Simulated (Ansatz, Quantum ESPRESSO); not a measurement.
## BaC2 (R-3m): third-order response

Wanted: vibrational spectra of BaC2 (R-3m) from linear and non-linear response.

Calculated with Quantum ESPRESSO 8.0 development, patched; DFT LDA, scalar-relativistic, plane waves, PseudoDojo norm-conserving pseudopotentials.

This is a report of a sequence of runs, with most program output left out.

### Step 1. Starting point

Symmetry: R-3m, No. 166, trigonal system. The conventional cell has a = 5.238 Å, b = 5.238 Å, c = 7.458 Å, α = 90.00°, β = 90.00°, γ = 120.00°. Nearest to Ba lie 14 C at 3.08 to 3.56 Å. Nearest to C lie 4 C at 1.27 to 3.26 Å and 7 Ba at 3.08 to 3.56 Å. Farther neighbours are not listed.

As a file:

```cif
data_structure
_symmetry_space_group_name_H-M 'R-3m:H'
_symmetry_Int_Tables_number 166
_cell_length_a 5.2376
_cell_length_b 5.2376
_cell_length_c 7.4579
_cell_angle_alpha 90.000
_cell_angle_beta 90.000
_cell_angle_gamma 120.000
_cell_volume 177.18
loop_
_atom_site_label
_atom_site_type_symbol
_atom_site_symmetry_multiplicity
_atom_site_Wyckoff_symbol
_atom_site_fract_x
_atom_site_fract_y
_atom_site_fract_z
_atom_site_occupancy
Ba1 Ba 3 a 0.00000 0.00000 0.00000 1
C1 C 6 c 0.33333 0.66667 0.25160 1
```

### Step 2. A probe with smearing

A cheap run with smearing and empty bands tells whether the crystal has a gap, which decides between fixed occupations and smearing later on.

probe.in

```
&CONTROL
  calculation = 'scf'
  prefix      = 'x'
  outdir      = './tmp'
  pseudo_dir  = './pseudo'
  tprnfor     = .true.
  tstress     = .true.
  verbosity   = 'high'
/
&SYSTEM
  ibrav       = 0
  nat         = 3
  ntyp        = 2
  ecutwfc     = 74.0
  occupations = 'smearing'
  smearing    = 'gaussian'
  degauss     = 0.01
/
&ELECTRONS
  conv_thr         = 1.0d-07
  mixing_beta      = 0.7
  electron_maxstep = 100
/
ATOMIC_SPECIES
 Ba    137.3270  Ba.upf
 C      12.0110  C.upf
CELL_PARAMETERS angstrom
     2.618817360    1.511974910    2.485952830
    -2.618817360    1.511974910    2.485952830
     0.000000000   -3.023949820    2.485952830
ATOMIC_POSITIONS crystal
 Ba     0.000000000   0.000000000   0.000000000
 C      0.584937000   0.584937000   0.584937000
 C      0.415063000   0.415063000   0.415063000
K_POINTS automatic
 6 6 6 0 0 0
```

On the command line:

```bash
$ OMP_NUM_THREADS=1 mpirun -n 4 pw.x -nk 4 -in probe.in > probe.out
```

Elapsed: 7.2 s, on 4 MPI ranks of Arm Neoverse V2, shared host; 27 s of CPU time.

This step gave:

| Property | Result |
| --- | --- |
| volume per atom | 19.69 Å³ |
| pressure | -5.070 GPa |
| gap on the k-mesh | 1.256 eV |

A gap of 1.3 eV opens on this mesh, so the crystal is taken as an insulator; the start stands at -5.1 GPa.

### Step 3. Relaxing the cell and atoms

Frequencies change by per cents with a per cent of volume, so the structure is first brought to rest at this level of theory.

relax.in

```
&CONTROL
  calculation   = 'vc-relax'
  prefix        = 'x'
  outdir        = './tmp'
  pseudo_dir    = './pseudo'
  tprnfor       = .true.
  tstress       = .true.
  forc_conv_thr = 2.0d-05
  etot_conv_thr = 1.0d-07
  nstep         = 40
/
&SYSTEM
  ibrav       = 0
  nat         = 3
  ntyp        = 2
  ecutwfc     = 74.0
  occupations = 'fixed'
  nbnd        = 11
/
&ELECTRONS
  conv_thr         = 1.0d-11
  mixing_beta      = 0.7
  electron_maxstep = 100
/
&IONS
/
&CELL
  press_conv_thr = 0.2
/
ATOMIC_SPECIES
 Ba    137.3270  Ba.upf
 C      12.0110  C.upf
CELL_PARAMETERS angstrom
     2.618817360    1.511974910    2.485952830
    -2.618817360    1.511974910    2.485952830
     0.000000000   -3.023949820    2.485952830
ATOMIC_POSITIONS crystal
 Ba     0.000000000   0.000000000   0.000000000
 C      0.584937000   0.584937000   0.584937000
 C      0.415063000   0.415063000   0.415063000
K_POINTS automatic
 6 6 6 0 0 0
```

On the command line:

```bash
$ OMP_NUM_THREADS=1 mpirun -n 4 pw.x -nk 4 -in relax.in > relax.out
```

Elapsed: 52 s, on 4 MPI ranks.

The run stopped without converging: the BFGS search stopped short of its thresholds.

Forces and stress had fallen to the noise beside the minimum, so the last cell was taken on.

Over 11 steps the volume went from 19.69 to 17.84 Å³ an atom and the energy fell by 30.2 meV an atom.

### Step 4. Ground state

Perturbation theory inherits every error of the wavefunctions, so the threshold is set near the limit of the arithmetic. With a gap, occupations are fixed, which also allows the response to an electric field.

scf.in

```
&CONTROL
  calculation = 'scf'
  prefix      = 'x'
  outdir      = './tmp'
  pseudo_dir  = './pseudo'
  tprnfor     = .true.
  tstress     = .true.
/
&SYSTEM
  ibrav       = 0
  nat         = 3
  ntyp        = 2
  ecutwfc     = 74.0
  occupations = 'fixed'
  nbnd        = 11
/
&ELECTRONS
  conv_thr         = 1.0d-12
  mixing_beta      = 0.7
  electron_maxstep = 100
/
ATOMIC_SPECIES
 Ba    137.3270  Ba.upf
 C      12.0110  C.upf
CELL_PARAMETERS angstrom
     2.517545662    1.453505666    2.437898199
    -2.517545662    1.453505666    2.437898199
     0.000000000   -2.907011331    2.437898199
ATOMIC_POSITIONS crystal
 Ba     0.000000000   0.000000000   0.000000000
 C      0.586082179   0.586082179   0.586082179
 C      0.413917821   0.413917821   0.413917821
K_POINTS automatic
 6 6 6 0 0 0
```

On the command line:

```bash
$ OMP_NUM_THREADS=1 mpirun -n 4 pw.x -nk 4 -in scf.in > scf.out
```

Elapsed: 6.4 s, on 4 MPI ranks.

Numbers from this step:

```
volume per atom   : 17.84 Å³
pressure          : -0.1330 GPa
gap on the k-mesh : 1.008 eV
```

The cell stands at -0.13 GPa, close enough for phonons.

### Step 5. Zone-centre response

At q = 0 one unit cell holds all displacements; symmetry groups them into irreducible representations that are solved one by one. The response to a field gives ε∞ and the Born charges, which polar modes need. Third-order response adds the Raman tensors.

ph.in

```
phonons
&INPUTPH
  prefix = 'x'
  outdir = './tmp'
  fildyn = 'g.dyn'
  tr2_ph = 1.0d-18
  epsil  = .true.
  lraman = .true.
  elop   = .true.
/
0.000000000000 0.000000000000 0.000000000000
```

On the command line:

```bash
$ OMP_NUM_THREADS=1 mpirun -n 4 ph.x -nk 4 -in ph.in > ph.out
```

The job ended after 5.5 min (4 MPI ranks; 22 min of CPU time).

This step gave:

- miss of the charge sum rule: 0.003740 e
- largest acoustic frequency at the zone centre before the sum rule: 0.65 cm⁻¹
- highest optical zone-centre mode (no LO-TO term): 1847 cm⁻¹
- lowest optical zone-centre mode: 172.8 cm⁻¹
- mean high-frequency dielectric constant: 5.079
- largest Born charge in size (third of the trace): 2.773 e

Born charge (rows field, columns displacement), before the sum rule (e), principal values of the symmetric part by kind of site:

```
atom  atoms with these values    low  middle   high   mean
 Ba1                        1   2.69    2.81   2.81   2.77
  C2                        2  -1.41   -1.41  -1.35  -1.39
```

In full for Ba1:

```
2.81 0.00 0.00
0.00 2.81 0.00
0.00 0.00 2.69
```

High-frequency dielectric tensor:

```
4.84 0.00 0.00
0.00 4.84 0.00
0.00 0.00 5.56
```

The acoustic modes at Γ come out as far as 0.7 cm⁻¹ from zero, where they should vanish, a small numerical error; the Born charges miss their sum rule by 0.0037 e, which is good.

### Step 6. Zone-centre analysis

A rigid shift of the crystal must cost nothing, but grids and finite bases break this; the acoustic sum rule is imposed before the matrix is diagonalised again. With Born charges the intensities follow, and the static dielectric tensor.

dynmat.in

```
&INPUT
  fildyn = 'g.dyn'
  asr    = 'crystal'
  fileig = 'dynmat.eig'
  lperm  = .true.
/
```

On the command line:

```bash
$ dynmat.x -in dynmat.in > dynmat.out
```

Elapsed: 0.51 s, on 1 thread.

Numbers from this step:

```yaml
mean_static_dielectric_constant: 15.95
```

Unit eigenvectors of the mass-weighted matrix after the sum rule; no LO-TO term. The modes at Γ (shares of kinetic energy by element, %):

```
mode  frequency (cm⁻¹)  symmetry  Ba %  C %
   1               0.0  acoustic    85   15
   2               0.0  acoustic    85   15
   3               0.0  acoustic    85   15
   4             172.8       A2u    15   85
   5             181.2        Eu    15   85
   6             181.2        Eu    15   85
   7             311.7        Eg     0  100
   8             311.7        Eg     0  100
   9            1847.1       A1g     0  100
```

Displacements in mode 4 (172.8 cm⁻¹), the largest set to 1:
```
Ba1  0.00  0.00 -0.17
C2   0.00  0.00  1.00
C3   0.00  0.00  1.00
```

Displacements in mode 9 (1847.1 cm⁻¹), the largest set to 1:
```
Ba1  0.00  0.00  0.00
C2   0.00  0.00  1.00
C3   0.00  0.00 -1.00
```

Degenerate modes summed, no LO-TO term. Infrared lines, with heights relative to the strongest:

```
position (cm⁻¹)  lines merged  label  IR intensity, relative
            173             1    A2u                      46
            181             2     Eu                     100
            312             2     Eg                     0.0
           1847             1    A1g                     0.0
```

Degenerate modes summed. Raman lines, with heights relative to the strongest:

```
position (cm⁻¹)  lines merged  label  Raman activity, relative
            173             1    A2u                       0.0
            181             2     Eu                       0.0
            312             2     Eg                        10
           1847             1    A1g                       100
```

Static dielectric tensor (ions relaxed, fixed cell):

```
15.69  0.00  0.00
 0.00 15.69  0.00
 0.00  0.00 16.48
```

The rule moves no optical mode by more than 0.1 cm⁻¹.

### Step 7. Sum rules set otherwise: a sum rule for molecules or wires on a crystal

This rule also removes rotations, which suits molecules and not a crystal; it is tried to see the harm.

dynmat.in

```
&INPUT
  fildyn = 'g.dyn'
  asr    = 'zero-dim'
  fileig = 'dynmat.eig'
  lperm  = .true.
/
```

On the command line:

```bash
$ dynmat.x -in dynmat.in > dynmat.out
```

Run time: 0.47 s. Hardware: 1 thread.

The program raised no error, yet the settings are not those of a careful run.

The fault: a sum rule for molecules or wires on a crystal; 2 optical modes are projected out to zero frequency, as if they were rotations, and the static dielectric tensor is spoilt.

For a crystal the rule has to be 'simple' or 'crystal'.

Zone-centre frequencies as printed; negative means imaginary. Modes:

```
mode  frequency (cm⁻¹)
   1                 0
   2                 0
   3                 0
   4                 0
   5                 0
   6             172.8
   7             302.1
   8             302.1
   9              1847
```

### Step 8. Sum rules set otherwise (asr no)

Without the rule the raw error of the acoustic modes shows.

dynmat.in

```
&INPUT
  fildyn = 'g.dyn'
  asr    = 'no'
  fileig = 'dynmat.eig'
  lperm  = .true.
/
```

On the command line:

```bash
$ dynmat.x -in dynmat.in > dynmat.out
```

It took 0.47 s on 1 thread.

Numbers from this step:

```yaml
mean_static_dielectric_constant: 15.97
```

Zone-centre frequencies as printed; negative means imaginary. Modes:

```
mode  frequency (cm⁻¹)
   1               0.4
   2              0.65
   3              0.65
   4             172.8
   5             181.2
   6             181.2
   7             311.7
   8             311.7
   9              1847
```

Against the first rule no mode moves by more than 0.7 cm⁻¹.

### Step 9. The LO-TO splitting (1 0 0)

A longitudinal polar mode sets up a macroscopic field that stiffens it; the term hangs on the direction from which q goes to zero.

dynmat.in

```
&INPUT
  fildyn = 'g.dyn'
  asr    = 'crystal'
  fileig = 'dynmat.eig'
  q(1)   = 1.0
  q(2)   = 0.0
  q(3)   = 0.0
/
```

On the command line:

```bash
$ dynmat.x -in dynmat.in > dynmat.out
```

The job ended after 0.46 s (1 thread).

This step gave:

```yaml
highest_mode_moved_by_the_lo_to_term: 326.4 cm⁻¹
```

Zone-centre frequencies as printed; negative means imaginary. Modes:

```
mode  frequency (cm⁻¹)
   1                 0
   2                 0
   3                 0
   4             172.8
   5             181.2
   6             311.7
   7             311.7
   8             326.4
   9              1847
```

The field moves one mode, from 181 to 326 cm⁻¹; the others stay.

### Step 10. The LO-TO splitting (0 0 1)

dynmat.in

```
&INPUT
  fildyn = 'g.dyn'
  asr    = 'crystal'
  fileig = 'dynmat.eig'
  q(1)   = 0.0
  q(2)   = 0.0
  q(3)   = 1.0
/
```

On the command line:

```bash
$ dynmat.x -in dynmat.in > dynmat.out
```

Run time: 0.46 s. Hardware: 1 thread.

This step gave:

| Quantity | Value |
| --- | --- |
| highest mode moved by the LO-TO term | 297.6 cm⁻¹ |

Zone-centre frequencies as printed; negative means imaginary. Modes:

```
mode  frequency (cm⁻¹)
   1                 0
   2                 0
   3                 0
   4             181.2
   5             181.2
   6             297.6
   7             311.7
   8             311.7
   9              1847
```

The field moves one mode, from 173 to 298 cm⁻¹; the others stay.

### Step 11. The LO-TO splitting (1 1 1)

dynmat.in

```
&INPUT
  fildyn = 'g.dyn'
  asr    = 'crystal'
  fileig = 'dynmat.eig'
  q(1)   = 1.0
  q(2)   = 1.0
  q(3)   = 1.0
/
```

On the command line:

```bash
$ dynmat.x -in dynmat.in > dynmat.out
```

Elapsed: 0.46 s, on 1 thread.

Numbers from this step:

```yaml
highest_mode_moved_by_the_lo_to_term: 316.4 cm⁻¹
```

Zone-centre frequencies as printed; negative means imaginary. Modes:

```
mode  frequency (cm⁻¹)
   1                 0
   2                 0
   3                 0
   4             175.4
   5             181.2
   6             311.7
   7             311.7
   8             316.4
   9              1847
```

The field moves 2 modes; the highest of them now lies at 316 cm⁻¹, where the highest that moved away lay at 181.

### Step 12. The same in Ansatz

The same cell goes through another code at the same cutoff. The files are of one family, but Ansatz's library holds files of its own making for some heavy elements, so those for Ba may differ. Its k mesh is centred on Γ.

This step: DFT LDA, scalar-relativistic, plane waves, norm-conserving pseudopotentials of its library (PseudoDojo's, some remade) (Ansatz 0.2.0).

input.yaml

```yaml
crystal:
  lattice:
    - [2.5175456622, 1.4535056657, 2.437898199]
    - [-2.5175456622, 1.4535056657, 2.437898199]
    - [0.0, -2.9070113315, 2.437898199]
  atoms:
    - { symbol: Ba, position: [0.0, 0.0, 0.0] }
    - { symbol: C, position: [0.5860821792, 0.5860821792, 0.5860821792] }
    - { symbol: C, position: [0.4139178208, 0.4139178208, 0.4139178208] }
kpoints:
  mp_grid: { grid: [6, 6, 6] }
hamiltonian:
  xc: lda
  pseudopotentials: { kind: nc, accuracy: standard }
scf:
  occupations: { method: fixed }
output:
  eigenvalues: true
basis:
  ecutwfc: 1006.821
phonons:
  method: dfpt
  dielectric: true
  rigid_motions: translations
  raman: true
```

On the command line:

```bash
$ ansatz run input.yaml --threads 4 --pin off --max-ram 8192MiB --backend cpu --events-out ev --progress --plain --runs-dir out
```

Wall time 84 s (4 threads); peak memory 1.2 GiB.

This step gave:

- gap on the k-mesh: 1.073 eV
- sum-rule residual before enforcement: 1.32e-4 eV/Å²
- miss of the charge sum rule: 4.29e-4 e
- estimated error of the dielectric tensor: 0.01745
- estimated error of the Born charges: 0.01447 e
- lowest optical zone-centre mode: 170.0 cm⁻¹
- mean high-frequency dielectric constant: 5.025
- largest Born charge in size (third of the trace): 2.762 e
- mean static dielectric constant: 16.29
- highest mode moved by the LO-TO term: 324.1 cm⁻¹

Transverse modes. Lines of the infrared spectrum (strongest = 100):

```
position (cm⁻¹)  label  IR intensity ((D/Å)²/amu), degenerate modes summed, relative
            170    A2u                                                            45
            177     Eu                                                           100
            305     Eg                                                           0.0
           1847    A1g                                                           0.0
```

Activity x (w_L - w)^4 (n + 1)/w, 532 nm, 300 K. Raman lines, with heights relative to the strongest:

```
position (cm⁻¹)  label  Stokes intensity, strongest 100
            170    A2u                              0.0
            177     Eu                              0.0
            305     Eg                               75
           1847    A1g                              100
```

The log warns that the force constants on this k mesh are to be taken as unconverged.

### Step 13. Side by side: QE PseudoDojo and Ansatz, library NC

Worked out from the results:

```yaml
root_mean_square_difference: 4.94 cm⁻¹
largest_difference: 7.02 cm⁻¹
```

Frequencies side by side, by row:

```
q (reciprocal lattice)  mode  QE PseudoDojo (cm⁻¹)  Ansatz, library NC (cm⁻¹)
                 0 0 0     1                     0                          0
                 0 0 0     2                     0                          0
                 0 0 0     3                     0                          0
                 0 0 0     4                 172.8                        170
                 0 0 0     5                 181.2                      176.7
                 0 0 0     6                 181.2                      176.7
                 0 0 0     7                 311.7                      304.6
                 0 0 0     8                 311.7                      304.6
                 0 0 0     9                  1847                       1847
```

The two runs side by side. Further quantities:

```
                                                                               quantity  QE PseudoDojo  Ansatz, library NC
                                                                                mean ε∞          5.079               5.025
largest Born charge in size (e; the first before, the second after the charge sum rule)          2.773               2.762
                                                       summed IR intensity ((D/Å)²/amu)          26.07               25.84
                                                         summed Raman activity (Å⁴/amu)           5496                5410
```

At the zone centre the largest difference (acoustic modes at Γ apart) is 0.4 % of the highest mode, but 2 % of the mode at 312 cm⁻¹ on which it sits.

### Step 14. What came out

* volume per atom: 17.8 Å³
* gap on the k-mesh: 1.01 eV
* highest optical zone-centre mode (no LO-TO term): 1847 cm⁻¹
* lowest optical zone-centre mode: 172.8 cm⁻¹
* highest mode moved by the LO-TO term: 326.4 cm⁻¹
* mean high-frequency dielectric constant: 5.08
* largest Born charge in size (third of the trace): 2.77 e
* mean static dielectric constant: 16.0
* imaginary optical modes at the zone centre (no q mesh in this session): none
* largest difference from Ansatz, library NC: 7.02 cm⁻¹

In words: The largest Raman activity of BaC2 (R-3m) lies at 1847 cm⁻¹ and the strongest infrared line at 181 cm⁻¹ (transverse modes). At the LDA level the optical modes of BaC2 (R-3m) at the zone centre (no LO-TO term) run from 173 to 1847 cm⁻¹. Along the directions run, the highest mode that the macroscopic field moves lies at 326 cm⁻¹. Lattice motion raises the mean dielectric constant from 5.079 to 15.95. The Raman intensities rest on static tensors of the transverse modes; green light lies near or above this gap, where resonance changes them. Of the 6 optical modes, 3 are infrared active alone and 3 are Raman active alone; inversion symmetry keeps the two sets apart. QE PseudoDojo and Ansatz, library NC differ by 4.9 cm⁻¹ in the root mean square and by 7.0 cm⁻¹ at most, 0.4 % of the highest mode compared (acoustic modes at Γ left out); the two use different potentials, and the cell was not relaxed for the second set. These are harmonic frequencies at zero temperature: anharmonic shifts and linewidths and thermal expansion are left out. Spin-orbit coupling is left out, which can matter for the heavy elements here. Ansatz warns that the cutoff lies 10 % under the one recommended for these files; agreement at one cutoff is not convergence. The total energies of the two programs lie far apart, so at least one potential file in Ansatz's library differs from the published one read by the first program. Ansatz's log warns that force constants on this k mesh are to be taken as unconverged, an error that the frequencies of both programs share. The build is a development version in which the Raman tensors of release 7.5 are mended; dynmat.x leaves out the electro-optic term of LO lines. The structure comes from a database and need not be the phase that is stable at ambient conditions.

[Host names and launcher messages were left out of these logs when they were recorded.]

[Logs are printed without paths, hosts, clocks, repeated set-up lines and the standing remarks that a program may print on its own settings, such as how far it seeks lower states.]

[Hosts, paths, dates, database ids (printed as entryN), source tags and the programs' standing remarks are cut or masked in the printed files.]
